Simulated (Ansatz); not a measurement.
# What went wrong? rock-salt TiC, an end member of the NbC–TiC series (64 atoms)

Program: Ansatz 0.2.0. The cell: 32 Ti and 32 C.

input.yaml

```yaml
crystal:
  lattice:
    - [8.656, 0.0, 0.0]
    - [0.0, 8.656, 0.0]
    - [0.0, 0.0, 8.656]
  atoms:
    - { symbol: Ti, position: [0.00203, 0.99923, 0.00138] }
    - { symbol: C, position: [0.25235, 0.0029, 0.99898] }
    - { symbol: Ti, position: [0.99947, 0.25155, 0.25092] }
    - { symbol: C, position: [0.25252, 0.25117, 0.25308] }
    - { symbol: Ti, position: [0.24841, 0.00368, 0.24895] }
    - { symbol: C, position: [0.00272, 0.00282, 0.2467] }
    - { symbol: Ti, position: [0.24725, 0.25418, 0.99799] }
    - { symbol: C, position: [0.0002, 0.25354, 0.9986] }
    - { symbol: Ti, position: [0.99904, 0.99993, 0.49985] }
    - { symbol: C, position: [0.25248, 0.00222, 0.49767] }
    - { symbol: Ti, position: [0.99943, 0.25388, 0.75145] }
    - { symbol: C, position: [0.25126, 0.25207, 0.75193] }
    - { symbol: Ti, position: [0.25193, 0.99703, 0.75045] }
    - { symbol: C, position: [0.99954, 0.00452, 0.74918] }
    - { symbol: Ti, position: [0.25134, 0.25078, 0.49701] }
    - { symbol: C, position: [0.99952, 0.24391, 0.49991] }
    - { symbol: Ti, position: [0.00315, 0.50025, 0.99626] }
    - { symbol: C, position: [0.25135, 0.49899, 0.99659] }
    [... 40 atom lines left out ...]
    - { symbol: Ti, position: [0.49663, 0.74874, 0.75089] }
    - { symbol: C, position: [0.75353, 0.74982, 0.75159] }
    - { symbol: Ti, position: [0.751, 0.49881, 0.75095] }
    - { symbol: C, position: [0.5007, 0.50039, 0.74898] }
    - { symbol: Ti, position: [0.74997, 0.75811, 0.49974] }
    - { symbol: C, position: [0.50023, 0.74923, 0.50387] }
kpoints:
  mp_grid: { grid: [2, 2, 2] }
hamiltonian:
  xc: pbe
scf:
  occupations: { method: fermi_dirac, width: 0.05 }
  eigensolver: { kind: { support_functions: { accuracy: medium, radius: 2.91 } } }
  max_iter: 150
output:
  forces: true
  eigenvalues: true
```

Launch:

```console
$ ansatz run input.yaml --threads 8 --pin off --max-ram 15872MiB --backend cpu --events-out ev --progress --plain --runs-dir out
```

What it wrote:

```text
Warning: scf.eigensolver.kind.support_functions: disabling space-group detection — the functions' gradient is summed over unrotated k-points, so no spatial operation reduces the k-mesh or symmetrises the density; time reversal is kept, so that k and −k are solved as one point where they differ and the mesh holds both, and exact exchange and, on two spinor components, a DFT+U term hold to it where the run has them: [...]
settings of this run that can trade accuracy for cost: scf.eigensolver.kind.support_functions [...]
Engine: ansatz 0.2.0, aarch64-unknown-linux-gnu
Pseudopotentials: kind: paw
Pseudopotential: Ti, paw, valence charge 12, recommended cutoff 420 eV (normal), Ti.paw.azcp
Pseudopotential: C, paw, valence charge 4, recommended cutoff 420 eV (normal), C.paw.azcp
[... 5 lines on functional and potentials left out ...]
Error: SCF: the radius of support functions is under 3.26 Å, the least for these sites at the functions' level (scf.eigensolver.kind.support_functions.accuracy). Use scf.eigensolver.kind: auto, or type scf.eigensolver.kind.support_functions.radius at least as long, [...]
```

Run time: 0.81 s. Hardware: 8 threads of Arm Neoverse V2, shared host; peak memory 0.22 GiB.

What is at fault here, and what would mend it?

A radius under the least that the level allows: support_functions.radius = 2.91.

The fix is to use a longer radius.

The run ended with an error.

[Logs are printed without paths, hosts, clocks, repeated set-up lines and the standing remarks that a program may print on its own settings, such as how far it seeks lower states.]

[Hosts, paths, dates, database ids (printed as entryN), source tags and the programs' standing remarks are cut or masked in the printed files.]
